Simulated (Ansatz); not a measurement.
# LaGaO3 (Pnma): converging the G0W0 gap

Wanted: a G0W0 gap for LaGaO3 (Pnma) that is converged in bands and cutoff, or an estimate of the limit.

Main program and level: Ansatz 0.2.0; G0W0 on LDA, plane waves, PAW.

This is a report of a sequence of runs, with most program output left out.

### Step 1. The starting structure

It takes space group Pnma (No. 62, orthorhombic). Conventional cell: a = 5.486 Å, b = 7.764 Å, c = 5.514 Å, α = 90.00°, β = 90.00°, γ = 90.00°. Nearest to La lie 9 O at 2.40 to 2.95 Å. Nearest to Ga lie 6 O at 1.96 to 1.99 Å. O has 2 Ga at 1.98 Å and 3 La at 2.40 to 2.95 Å nearest. Nearest to O lie 2 Ga at 1.96 to 1.99 Å and 3 La at 2.43 to 2.78 Å. Farther neighbours and most contacts between anions are not listed.

The cell and positions come from the Crystallography Open Database and are kept as given unless a step says otherwise. Spin-orbit coupling is left out unless a step names it.

### Step 2. 701 empty bands, screening to 120 eV

Now the one-shot GW correction: screening in the RPA, then the self-energy of the levels asked for. This step takes hard PAW files.

input.yaml reads:

```yaml
crystal:
  lattice:
    - [5.48589, 0.0, 0.0]
    - [0.0, 7.76421, 0.0]
    - [0.0, 0.0, 5.51395]
  atoms:
    - { symbol: La, position: [0.98, 0.25, 0.005] }
    - { symbol: La, position: [0.02, 0.75, 0.995] }
    - { symbol: La, position: [0.52, 0.75, 0.505] }
    - { symbol: La, position: [0.48, 0.25, 0.495] }
    - { symbol: Ga, position: [0.0, 0.0, 0.5] }
    - { symbol: Ga, position: [0.0, 0.5, 0.5] }
    - { symbol: Ga, position: [0.5, 0.0, 0.0] }
    - { symbol: Ga, position: [0.5, 0.5, 0.0] }
    - { symbol: O, position: [0.513, 0.25, 0.929] }
    - { symbol: O, position: [0.487, 0.75, 0.071] }
    - { symbol: O, position: [0.987, 0.75, 0.429] }
    - { symbol: O, position: [0.013, 0.25, 0.571] }
    - { symbol: O, position: [0.723, 0.0367, 0.281] }
    - { symbol: O, position: [0.277, 0.5367, 0.719] }
    - { symbol: O, position: [0.777, 0.9633, 0.781] }
    - { symbol: O, position: [0.223, 0.4633, 0.219] }
    - { symbol: O, position: [0.277, 0.9633, 0.719] }
    - { symbol: O, position: [0.723, 0.4633, 0.281] }
    - { symbol: O, position: [0.223, 0.0367, 0.219] }
    - { symbol: O, position: [0.777, 0.5367, 0.781] }
kpoints:
  mp_grid: { grid: [4, 2, 4] }
hamiltonian:
  xc: lda
  pseudopotentials: { kind: paw, source: ansatz }
scf:
  occupations: { method: fixed }
gw:
  n_empty_bands: 701
  ecut_chi: 120.0
  qp_bands: [v4, c4]
  qp_kpoints: band_edges
  screening: { model: contour_deformation }
```

Started as:

```
$ ansatz run input.yaml --threads 16 --pin off --max-ram 92160MiB --backend cuda --events-out ev --progress --plain --runs-dir out --devices 1 --max-vram 157GiB
```

Wall time 68 s (1 × NVIDIA GB200 with 16 threads of Arm Neoverse V2, shared host); peak memory 7.9 GiB.

This step gave:

- bands summed: 801
- RPA ε∞ on this mesh (eigenvalues): 4.897, 4.902, 5.028
- plane waves in the screening matrix: 681
- q-points in the mesh: 32
- G0W0 gap on the mesh: 5.394 eV
- k of the valence top: -0.5, 0, -0.5
- k of the conduction bottom: 0, 0, 0
- starting gap on the mesh: 3.651 eV
- Z at the valence top: 0.7621
- Z at the conduction bottom: 0.8169
- least direct G0W0 gap on the computed points: 5.491 eV

The gap on the mesh goes from 3.65 eV to 5.39 eV, a correction of +1.74 eV. Between the two edge states, bare exchange in place of the xc potential would open the gap by 10.02 eV, and correlation takes back 8.28 eV.

### Step 3. 1508 empty bands, screening to 200 eV

Bands and screening cutoff are moved together, since each hides the error of the other.

Edit input.yaml of step 2 so:

```diff
@@ -34,4 +34,4 @@
 gw:
-  n_empty_bands: 701
-  ecut_chi: 120.0
+  n_empty_bands: 1508
+  ecut_chi: 200.0
   qp_bands: [v4, c4]
```

Elapsed: 2.8 min, on 1 × NVIDIA GB200 with 16 threads; peak memory 16 GiB; 8.1 min of CPU time.

This step gave:

```
bands summed                                 : 1608
RPA ε∞ on this mesh (eigenvalues)            : 4.882, 4.889, 5.012
plane waves in the screening matrix          : 1489
q-points in the mesh                         : 32
G0W0 gap on the mesh                         : 5.446 eV
k of the valence top                         : -0.5, 0, -0.5
k of the conduction bottom                   : 0, 0, 0
starting gap on the mesh                     : 3.651 eV
Z at the valence top                         : 0.7582
Z at the conduction bottom                   : 0.8144
least direct G0W0 gap on the computed points : 5.542 eV
```

Against the run with 4×2×4 mesh, 701 empty bands, screening to 120 eV, hard PAW files, the gap moves by +0.05 eV.

### Step 4. 2910 empty bands, screening to 310 eV

Edit input.yaml of step 3 so:

```diff
@@ -34,4 +34,4 @@
 gw:
-  n_empty_bands: 1508
-  ecut_chi: 200.0
+  n_empty_bands: 2910
+  ecut_chi: 310.0
   qp_bands: [v4, c4]
```

Elapsed: 8.1 min, on 1 × NVIDIA GB200 with 16 threads; peak memory 39 GiB; 22 min of CPU time.

Numbers from this step:

* bands summed: 3010
* RPA ε∞ on this mesh (eigenvalues): 4.872, 4.879, 5.001
* plane waves in the screening matrix: 2903
* G0W0 gap on the mesh: 5.484 eV
* k of the valence top: -0.5, 0, -0.5
* k of the conduction bottom: 0, 0, 0
* starting gap on the mesh: 3.651 eV
* least direct G0W0 gap on the computed points: 5.580 eV

Against the run with 4×2×4 mesh, 1508 empty bands, screening to 200 eV, hard PAW files, the gap moves by +0.04 eV.

### Step 5. Changing the k mesh: 4×4×4 mesh, 701 empty bands, screening to 120 eV, hard PAW files

A second mesh at equal bands and cutoff isolates the sampling error. Bands and cutoff differ from the step before, so it is read against an earlier run that matches them.

Edit input.yaml of step 4 so:

```diff
@@ -27,3 +27,3 @@
 kpoints:
-  mp_grid: { grid: [4, 2, 4] }
+  mp_grid: { grid: [4, 4, 4] }
 hamiltonian:
@@ -34,4 +34,4 @@
 gw:
-  n_empty_bands: 2910
-  ecut_chi: 310.0
+  n_empty_bands: 701
+  ecut_chi: 120.0
   qp_bands: [v4, c4]
```

It took 2.7 min on 1 × NVIDIA GB200 with 16 threads; peak memory 11 GiB; 6.8 min of CPU time.

This step gave:

| Item | Value |
| --- | --- |
| bands summed | 801 |
| RPA ε∞ on this mesh (eigenvalues) | 4.891, 4.902, 5.028 |
| plane waves in the screening matrix | 681 |
| G0W0 gap on the mesh | 5.394 eV |
| k of the valence top | -0.5, 0, -0.5 |
| k of the conduction bottom | 0, 0, 0 |
| starting gap on the mesh | 3.651 eV |
| least direct G0W0 gap on the computed points | 5.492 eV |

Against the run with 4×2×4 mesh, 701 empty bands, screening to 120 eV, hard PAW files, the gap moves by −0.001 eV.

### Step 6. The runs together

Times are wall times on 1 × NVIDIA GB200 with 16 threads of Arm Neoverse V2, shared host, good to a factor of about two.

```csv
mesh,files,frequency,bands summed,cutoff (eV),start (eV),G0W0 (eV),time,host memory (GiB)
4×2×4,hard PAW,contour deformation,801,120,3.651,5.394,68 s,7.9
4×2×4,hard PAW,contour deformation,1608,200,3.651,5.446,2.8 min,16
4×2×4,hard PAW,contour deformation,3010,310,3.651,5.484,8.1 min,39
4×4×4,hard PAW,contour deformation,801,120,3.651,5.394,2.7 min,11
```

How the two edges are built up, in eV (the quasiparticle level is the starting level plus Σx plus Σc less Vxc):

```csv
run,edge,start,Σx,Σc,Vxc,Z,QP
801 bands,valence top,11.47,-26.21,4.53,-21.26,0.76,11.04
801 bands,conduction bottom,15.12,-14.27,-3.74,-19.34,0.82,16.44
1608 bands,valence top,11.47,-26.21,4.24,-21.26,0.76,10.75
1608 bands,conduction bottom,15.12,-14.27,-3.99,-19.34,0.81,16.20
3010 bands,valence top,11.47,-26.21,4.03,-21.26,0.76,10.54
3010 bands,conduction bottom,15.12,-14.27,-4.16,-19.34,0.81,16.03
```

### Step 7. Summary of results

| Quantity | Value |
| --- | --- |
| 801 bands, 120 eV | 5.394 eV |
| 1608 bands, 200 eV | 5.446 eV |
| 3010 bands, 310 eV | 5.484 eV |
| estimated limit in bands and cutoff | 5.53 eV |
| mesh and start | 4×2×4, LDA |

**Reading.** A line in one over the bands through the two highest rungs gives 5.53 eV, +0.04 eV from the top rung; the pair below gives 5.50 eV, so the estimate is still climbing. The rungs stand 0.13 eV (801 bands), 0.08 eV (1608 bands) and 0.04 eV (3010 bands) from it. From 801 to 3010 bands the gap moves by +0.09 eV while the time grows 7.1-fold. Σc changes by −0.50 eV at the valence top and −0.41 eV at the conduction bottom, so the levels themselves move more than the gap between them. On the 4×4×4 mesh in place of 4×2×4 the gap differs by −0.001 eV, of which +0.00 eV is already in the start. The cheapest rung within 0.1 eV of this estimate is that with 1608 bands (2.8 min). Gaps are over the mesh's points; an edge off the mesh would be missed. The 4×2×4 mesh is coarse for this cell (its supercell is 16 Å along the shortest edge). The RPA ε∞ on it, from the LDA start, is 4.87, 4.88 and 5.00; such meshes misread the long-range screening, most where the gap is narrow. Empty 4f levels lie among the conduction bands. Their place in the start is unsure; it enters the screening, and the edge itself where they lie low. The many-body steps are scalar-relativistic: spin-orbit coupling is not in them.

[Paths, hosts, dates, memory and timing lines, banners, echoed tables and standing remarks are left out of the program output.]

[Logs are printed without paths, hosts, clocks, repeated set-up lines and the standing remarks that a program may print on its own settings, such as how far it seeks lower states.]

[Runs of the session that timed out or met a known fault of the program may be left out.]

[Cells called generated may have been cut or substituted from an entry of the Crystallography Open Database or the Materials Project.]

[Hosts, paths, dates, database ids (printed as entryN), source tags and the programs' standing remarks are cut or masked in the printed files.]
